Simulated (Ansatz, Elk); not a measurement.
# Bonding as seen by X-rays: LiMnNi

Structure refinements treat a crystal as free atoms side by side. For a made-up structure of LiMnNi (cell and positions from a PBE relaxation) the runs below show what the calculated density changes in F(hkl).

Method: DFT, PBE, all-electron APW+lo, Dirac cores, scalar-relativistic bands, static density, ferromagnetic start, in Elk 11.2.3 (patched build).

The structure was built from a prototype and need not be the compound's stable phase.

### Step 1. Starting point

The structure is hexagonal, space group P-6m2 (No. 187). The conventional cell has a = 4.094 Å, b = 4.094 Å, c = 2.583 Å, α = 90.00°, β = 90.00°, γ = 120.00°. Ni has 3 Li at 2.36 Å and 2 Ni at 2.58 Å and 6 Mn at 2.69 Å nearest. Nearest to Mn lie 2 Mn at 2.58 Å and 6 Li at 2.69 Å and 6 Ni at 2.69 Å. Nearest to Li lie 3 Ni at 2.36 Å and 2 Li at 2.58 Å and 6 Mn at 2.69 Å. Farther neighbours are not listed.

As a file:

```cif
data_structure
_symmetry_space_group_name_H-M 'P 1'
_symmetry_Int_Tables_number 1
_cell_length_a 4.0936
_cell_length_b 4.0936
_cell_length_c 2.5829
_cell_angle_alpha 90.000
_cell_angle_beta 90.000
_cell_angle_gamma 120.000
_cell_volume 37.49
loop_
_atom_site_label
_atom_site_type_symbol
_atom_site_fract_x
_atom_site_fract_y
_atom_site_fract_z
_atom_site_occupancy
Ni1 Ni 0.66667 0.33333 0.00000 1
Mn2 Mn 0.33333 0.66667 0.50000 1
Li3 Li 0.00000 0.00000 0.00000 1
```

### Step 2. Ground state and structure factors

An all-electron density is needed, since X-rays see the cores too. Task 0 finds the density and task 195 Fourier-transforms it; tshift is off so that phases refer to the origin typed.

elk.in reads:

```
tasks
  0
  195
  196

xctype
  20

spinpol
  .true.

rgkmax
  7.0

gmaxvr
  14.0

lmaxo
  7

lmaxapw
  8

swidth
  0.002

tshift
  .false.

ramdisk
  .false.

hmaxvr
  5.5

maxscl
  120

epspot
  1e-06

reducebf
  0.8

sppath
  './'

avec
  7.73584804478 0.00000000000 0.00000000000
  -3.86792402239 6.69944092660 0.00000000000
  0.00000000000 0.00000000000 4.88105687407

atoms
  3
  'Ni.in'
  1
  0.6666666667 0.3333333333 0.0000000000   0.000000 0.000000 -0.030000
  'Mn.in'
  1
  0.3333333333 0.6666666667 0.5000000000   0.000000 0.000000 -0.175000
  'Li.in'
  1
  0.0000000000 -0.0000000000 0.0000000000   0.000000 0.000000 0.000000

ngridk
  6 6 7
```

The run is started by

```
$ OMP_NUM_THREADS=4 elk
```

Numbers of over 12 decimals in the logs are rounded to 6 here.

Output:

```text
┌─────────────────────────┐
│ Elk code version 11.2.3 │
└─────────────────────────┘

All units are atomic (Hartree, Bohr, etc.)

┌─────────────────────────────────────────────────┐
│ Ground-state run starting from atomic densities │
└─────────────────────────────────────────────────┘

Lattice vectors :
   7.735848045       0.000000000       0.000000000
  -3.867924022       6.699440927       0.000000000
   0.000000000       0.000000000       4.881056874

Reciprocal lattice vectors :
  0.8122167435      0.4689335555      -0.000000000
   0.000000000      0.9378671110       0.000000000
   0.000000000      -0.000000000       1.287259188

Unit cell volume      :    252.9649555
Brillouin zone volume :   0.9805714508

Muffin-tin inner radius fraction :   0.1000000000E-01

Nuclei treated as point charges

Species : 1 (Ni)
 parameters loaded from : Ni.in
 name : nickel
 nuclear charge    :   -28.00000000
 electronic charge :    28.00000000
 atomic mass :    106991.5231
 muffin-tin radius :    2.400000000
 number of radial points in muffin-tin :    993
 inner part over the whole radius :   0.9944305101E-02
 number on inner part of muffin-tin    :    701
 approximate nuclear radius :   0.7325707712E-04
 number of mesh points to nuclear radius :    335
 atomic positions (lattice), magnetic fields (Cartesian) :
  1 :   0.66666667  0.33333333  0.00000000    0.00000000  0.00000000 -0.03000000

Species : 2 (Mn)
 parameters loaded from : Mn.in
 name : manganese
 nuclear charge    :   -25.00000000
 electronic charge :    25.00000000
 atomic mass :    100145.9370
 muffin-tin radius :    2.400000000
 number of radial points in muffin-tin :    993
 inner part over the whole radius :   0.9953723401E-02
 number on inner part of muffin-tin    :    700
 approximate nuclear radius :   0.7074591925E-04
 number of mesh points to nuclear radius :    330
 atomic positions (lattice), magnetic fields (Cartesian) :
  1 :   0.33333333  0.66666667  0.50000000    0.00000000  0.00000000 -0.17500000

Species : 3 (Li)
 parameters loaded from : Li.in
 name : lithium
 nuclear charge    :   -3.000000000
 electronic charge :    3.000000000
 atomic mass :    12652.66898
 muffin-tin radius :    1.800000000
 number of radial points in muffin-tin :    593
 inner part over the whole radius :   0.9806707936E-02
 number on inner part of muffin-tin    :    401
 approximate nuclear radius :   0.4000070961E-04
 number of mesh points to nuclear radius :    148
 atomic positions (lattice), magnetic fields (Cartesian) :
  1 :   0.00000000  0.00000000  0.00000000    0.00000000  0.00000000  0.00000000

Total number of atoms per unit cell :    3
Total muffin-tin volume :    140.2406961
 ratio of muffin-tin to unit cell volume :   0.5543878430

Spin treatment :
 spin-polarised
 global magnetic field (Cartesian) :    0.000000000       0.000000000       0.000000000
 collinear magnetisation in z-direction

Number of Bravais lattice symmetries :   24
Number of crystal symmetries         :   12
Crystal has no inversion symmetry
Complex Hermitian eigensolver will be used

k-point grid :      6     6     7
k-point offset :    0.000000000       0.000000000       0.000000000
k-point set is reduced with full crystal symmetry group
Total number of k-points :       40

Muffin-tin radius times maximum |G+k| :    7.000000000
 using average radius
Maximum |G+k| for APW functions       :    3.181818182
Maximum (1/2)|G+k|²                   :    5.061983471
Maximum |G| for potential and density :    14.00000000
Constant for pseudocharge density :    8
 order of it for each species :   15  15  15
 order of it for pair densities of each species (exact exchange by exxq0 0: 16) :   12  12   5
Radial integration step length :    1

G-vector grid sizes :     35    35    24
Number of G-vectors :    11673

Maximum angular momentum used for
 APW functions            :    8
 outer part of muffin-tin :    7
 inner part of muffin-tin :    2

Total nuclear charge    :   -56.00000000
Total core charge       :    22.00000000
[...]
Absolute change in total energy (target)   :   0.4530324113     (  0.1000000000E-03)

[... loops 3 to 29 left out ...]

┌──────────────────┐
│ Loop number : 30 │
└──────────────────┘

Energies :
 Fermi                       :     0.200484
 sum of occupied eigenvalues :     -1553.5574659706
 electron kinetic            :      2725.6647493145
 core electron kinetic       :      2440.6921029724
 Coulomb                     :     -5294.8219296849
 Coulomb potential           :     -4126.2661664057
 nuclear-nuclear             :     -403.96709226471
 electron-nuclear            :     -5668.5148053206
 Hartree                     :      777.65996790036
 Madelung                    :     -3231.6888464821
 xc potential                :     -152.72136037048
 xc effective B-field        :    -0.234686
 external B-field            :      0.000000
 exchange                    :     -115.29810783669
 correlation                 :     -2.535515
 electron entropic           :    -0.94344458209258E-03
 total energy                :     -2686.9917466709
 (external B-field energy excluded from total)

Density of states at Fermi energy :    74.02201683
 (states/Hartree/unit cell)

Estimated indirect band gap :   0.6991850525E-03
 from k-point 3 to k-point 16
Estimated direct band gap   :   0.1398318234E-02
 at k-point 3

Charges :
 core                        :    22.00000000
 valence                     :    34.00000000
 interstitial                :    2.719153444
 muffin-tins (core leakage)
  species : 1 (Ni)
   atom 1                    :    27.26956212     (  0.2767100862E-03)
  species : 2 (Mn)
   atom 1                    :    23.75667562     ( -0.2246776702E-06)
  species : 3 (Li)
   atom 1                    :    2.254608814     (   0.000000000    )
 total in muffin-tins        :    53.28084656
 total calculated charge     :    55.99954891
 total charge                :    56.00000000
 error                       :   0.4510914660E-03

Moments :
 interstitial                :   0.4638981676E-01
 muffin-tins
  species : 1 (Ni)
[...]
species : 2 (Mn)
[...]
species : 3 (Li)
[...]
total in muffin-tins        :    3.949164829
 total moment                :    3.995554645

RMS change in Kohn-Sham potential (target) :   0.9361806068E-06 (  0.1000000000E-05)
Absolute change in total energy (target)   :   0.1187783710E-05 (  0.1000000000E-03)

Convergence targets achieved

┌──────────────────┐
│ Loop number : 31 │
└──────────────────┘

Energies :
 Fermi                       :     0.200484
 sum of occupied eigenvalues :     -1553.5574720506
 electron kinetic            :      2725.6647559036
 core electron kinetic       :      2440.6921034599
 Coulomb                     :     -5294.8219362652
 Coulomb potential           :     -4126.2661747164
 nuclear-nuclear             :     -403.96709226471
 electron-nuclear            :     -5668.5148083858
 Hartree                     :      777.65996438531
 Madelung                    :     -3231.6888489070
 xc potential                :     -152.72136104072
 xc effective B-field        :    -0.234690
 external B-field            :      0.000000
 exchange                    :     -115.29810985784
 correlation                 :     -2.535515
 electron entropic           :    -0.94350838446201E-03
 total energy                :     -2686.9917485778
 (external B-field energy excluded from total)

Density of states at Fermi energy :    74.02870394
 (states/Hartree/unit cell)

Estimated indirect band gap :   0.6985624586E-03
 from k-point 3 to k-point 16
Estimated direct band gap   :   0.1395683537E-02
 at k-point 3

Charges :
 core                        :    22.00000000
 valence                     :    34.00000000
 interstitial                :    2.719155077
 muffin-tins (core leakage)
  species : 1 (Ni)
   atom 1                    :    27.26956145     (  0.2767098992E-03)
  species : 2 (Mn)
   atom 1                    :    23.75667455     ( -0.2246777164E-06)
  species : 3 (Li)
   atom 1                    :    2.254608929     (   0.000000000    )
 total in muffin-tins        :    53.28084492
 total calculated charge     :    55.99954892
 total charge                :    56.00000000
 error                       :   0.4510777215E-03

Moments :
 interstitial                :   0.4637767654E-01
 muffin-tins
  species : 1 (Ni)
   atom 1                    :   0.4536730539
  species : 2 (Mn)
   atom 1                    :    3.508446587
  species : 3 (Li)
   atom 1                    :  -0.1289012648E-01
 total in muffin-tins        :    3.949229514
 total moment                :    3.995607191

┌──────────────────────────────┐
│ Self-consistent loop stopped │
└──────────────────────────────┘

Warning : core states of species 1 leak from the muffin-tin :   0.2767098992E-03

Wrote STATE.OUT
```

Elapsed: 2 min, on 4 threads of Arm Neoverse V2, shared host; peak memory 0.26 GiB.

SFACRHO.OUT:

```text

h k l indices transformed by vhmat matrix:
   1.000000000       0.000000000       0.000000000    
   0.000000000       1.000000000       0.000000000    
   0.000000000       0.000000000       1.000000000    

      h      k      l  multipl.   |H|            Re(F)            Im(F)           |F|

      0      0      0      1   0.0000000       56.000000     -0.18833225E-16   56.000000    
     -1      1      0      3  0.93786711      -20.828970      -2.8651373       21.025104    
      1     -1      0      3  0.93786711      -20.828970       2.8651373       21.025104    
      0      0      1      2   1.2872592       5.0757795      0.23116474E-14   5.0757795    
      0     -1      1      6   1.5926804      0.93472566E-01  -33.135695       33.135827    
     -1      0      1      6   1.5926804      0.93472566E-01   33.135695       33.135827    
      2     -1      0      6   1.6244335       39.540880      0.18909410E-08   39.540880    
      0     -2      0      3   1.8757342      -16.168467       2.4942239       16.359721    
      2     -2      0      3   1.8757342      -16.168467      -2.4942239       16.359721    
     -1      2      1     12   2.0726361       4.2774926     -0.21219215E-07   4.2774926    
      0      2      1      6   2.2749539      0.49453756E-01  -27.562313       27.562358    
     -2      2      1      6   2.2749539      0.49453759E-01   27.562313       27.562358    
      3     -1      0      6   2.4813631      -13.692429      -2.2408863       13.874587    
      2     -3      0      6   2.4813631      -13.692429       2.2408863       13.874587    
      0      0      2      2   2.5745184       30.556682     -0.32385663E-14   30.556682    
      1      0      2      6   2.7400255      -12.740904      -2.1401402       12.919398    
     -1      0     -2      6   2.7400255      -12.740904       2.1401402       12.919398    
     -1      3      1     12   2.7953889      0.31072253E-03   23.818376       23.818376
```

Elk indexes on the primitive cell of elk.in and gives |H| = 4π sin θ/λ in inverse bohr. Below, one row stands for each form hkl of the conventional cell (m members, Friedel mates merged), F is for one primitive cell and the density is static (no thermal factor). Free-atom factors are Waasmaier and Kirfel's, and R is Σm||F|−|F'||/Σm|F|.

```
hkl   m  sin θ/λ (Å⁻¹)  abs F, DFT  neutral atoms   diff.  abs of complex diff.
100   6          0.141      21.025         20.933  +0.092                 0.116
001   2          0.194       5.076          4.903  +0.173                 0.173
101  12          0.239      33.136         33.316  -0.180                 0.182
110   6          0.244      39.541         39.788  -0.247                 0.247
200   6          0.282      16.360         16.472  -0.112                 0.121
111  12          0.312       4.277          4.346  -0.068                 0.068
201  12          0.342      27.562         27.623  -0.061                 0.063
210  12          0.373      13.875         13.896  -0.022                 0.050
002   2          0.387      30.557         30.603  -0.046                 0.046
102  12          0.412      12.919         12.921  -0.002                 0.016
211  24          0.420      23.818         23.842  -0.024                 0.025
300   6          0.423      28.545         28.604  -0.060                 0.060
112  12          0.458      26.814         26.820  -0.005                 0.005
301  12          0.465       3.336          3.382  -0.046                 0.046
202  12          0.479      11.451         11.438  +0.013                 0.029
220   6          0.489      25.321         25.355  -0.034                 0.034
310  12          0.508      10.861         10.863  -0.002                 0.027
221  12          0.525       2.945          2.985  -0.040                 0.040
```

### Step 3. The magnetisation density

The same run holds the spin density, and task 196 transforms it. The order is that of the start, and no other was tried.

SFACMAG_1.OUT:

```text

h k l indices transformed by vhmat matrix:
   1.000000000       0.000000000       0.000000000    
   0.000000000       1.000000000       0.000000000    
   0.000000000       0.000000000       1.000000000    

      h      k      l  multipl.   |H|            Re(F)            Im(F)           |F|

      0      0      0      1   0.0000000       3.9956074     -0.10987700E-16   3.9956074    
     -1      1      0      3  0.93786711      -1.6458780       2.1481317       2.7061751    
      1     -1      0      3  0.93786711      -1.6458780      -2.1481317       2.7061751    
      0      0      1      2   1.2872592      -1.9943594      0.29348855E-15   1.9943594    
      0     -1      1      6   1.5926804      0.77700028      -2.0632625       2.2047180    
     -1      0      1      6   1.5926804      0.77700028       2.0632625       2.2047180    
      2     -1      0      6   1.6244335       2.2468318     -0.94814968E-09   2.2468318    
      0     -2      0      3   1.8757342     -0.97894671      -1.0226707       1.4156949    
      2     -2      0      3   1.8757342     -0.97894670       1.0226707       1.4156949    
     -1      2      1     12   2.0726361      -1.0272219     -0.10569322E-08   1.0272219    
      0      2      1      6   2.2749539      0.42899197      -1.2007398       1.2750727    
     -2      2      1      6   2.2749539      0.42899197       1.2007398       1.2750727    
      3     -1      0      6   2.4813631     -0.56908479      0.61126115      0.83516327    
      2     -3      0      6   2.4813631     -0.56908479     -0.61126115      0.83516327    
      0      0      2      2   2.5745184       1.1764582     -0.23709522E-15   1.1764582    
      1      0      2      6   2.7400255     -0.50913363      0.50608197      0.71786908
```

The total moment is 4.00 μB a cell; sphere moments: Ni1 +0.45, Mn2 +3.51, Li3 -0.01 μB. Polarised neutrons measure spin and orbital magnetisation together; without spin-orbit coupling the run gives the spin part:

```
hkl  sin θ/λ (Å⁻¹)  abs F_M (μB)
100          0.141         2.706
001          0.194         1.994
101          0.239         2.205
110          0.244         2.247
200          0.282         1.416
111          0.312         1.027
201          0.342         1.275
210          0.373         0.835
002          0.387         1.177
102          0.412         0.718
211          0.420         0.826
300          0.423         0.869
112          0.458         0.764
301          0.465         0.390
```

### Step 4. The highest occupied states alone

An energy window below the Fermi level keeps the highest occupied states, to see at which angles they scatter; shallow core shells can lie inside it and anion s states outside. No new self-consistency is needed.

Changes to elk.in since step 2:

```diff
@@ -1,5 +1,3 @@
 tasks
-  0
   195
-  196
 
@@ -44,2 +42,5 @@
 
+wsfac
+  -0.167010 0.500480
+
 sppath
```

The run is started by

```
$ OMP_NUM_THREADS=4 elk
```

Output:

```text
┌─────────────────────────────────┐
│ Elk code version 11.2.3 started │
└─────────────────────────────────┘

Info(readinput): the functional depends on the density's gradient
 muffin-tin radial points multiplied by    2.00000
 (not where nrmtscf is given)

┌────────────────────┐
│ Current task : 195 │
└────────────────────┘

Info(sfacrho): density structure factors written to SFACRHO.OUT

 Energy window :  -0.1670100000      0.5004800000

┌──────────────────┐
│ Elk code stopped │
└──────────────────┘
```

Run time: 3.7 s. Hardware: 4 threads; peak memory 0.16 GiB; 6.6 s of CPU time.

States within 10 eV below the Fermi level hold 18.00 electrons; any levels below the window count with the cores. Their amplitudes can exceed the total, where window and core parts have opposite phase:

```
hkl  sin θ/λ (Å⁻¹)  abs F, window  abs F, all
100          0.141          6.262      21.025
001          0.194          2.847       5.076
101          0.239          6.518      33.136
110          0.244          7.194      39.541
200          0.282          3.567      16.360
111          0.312          1.935       4.277
201          0.342          4.254      27.562
210          0.373          2.485      13.875
002          0.387          3.932      30.557
102          0.412          2.113      12.919
```

(Continued in part 2 of 2.)

[Logs are printed without paths, hosts, clocks, repeated set-up lines and the standing remarks that a program may print on its own settings, such as how far it seeks lower states.]

[Hosts, paths, dates, database ids (printed as entryN), source tags and the programs' standing remarks are cut or masked in the printed files.]
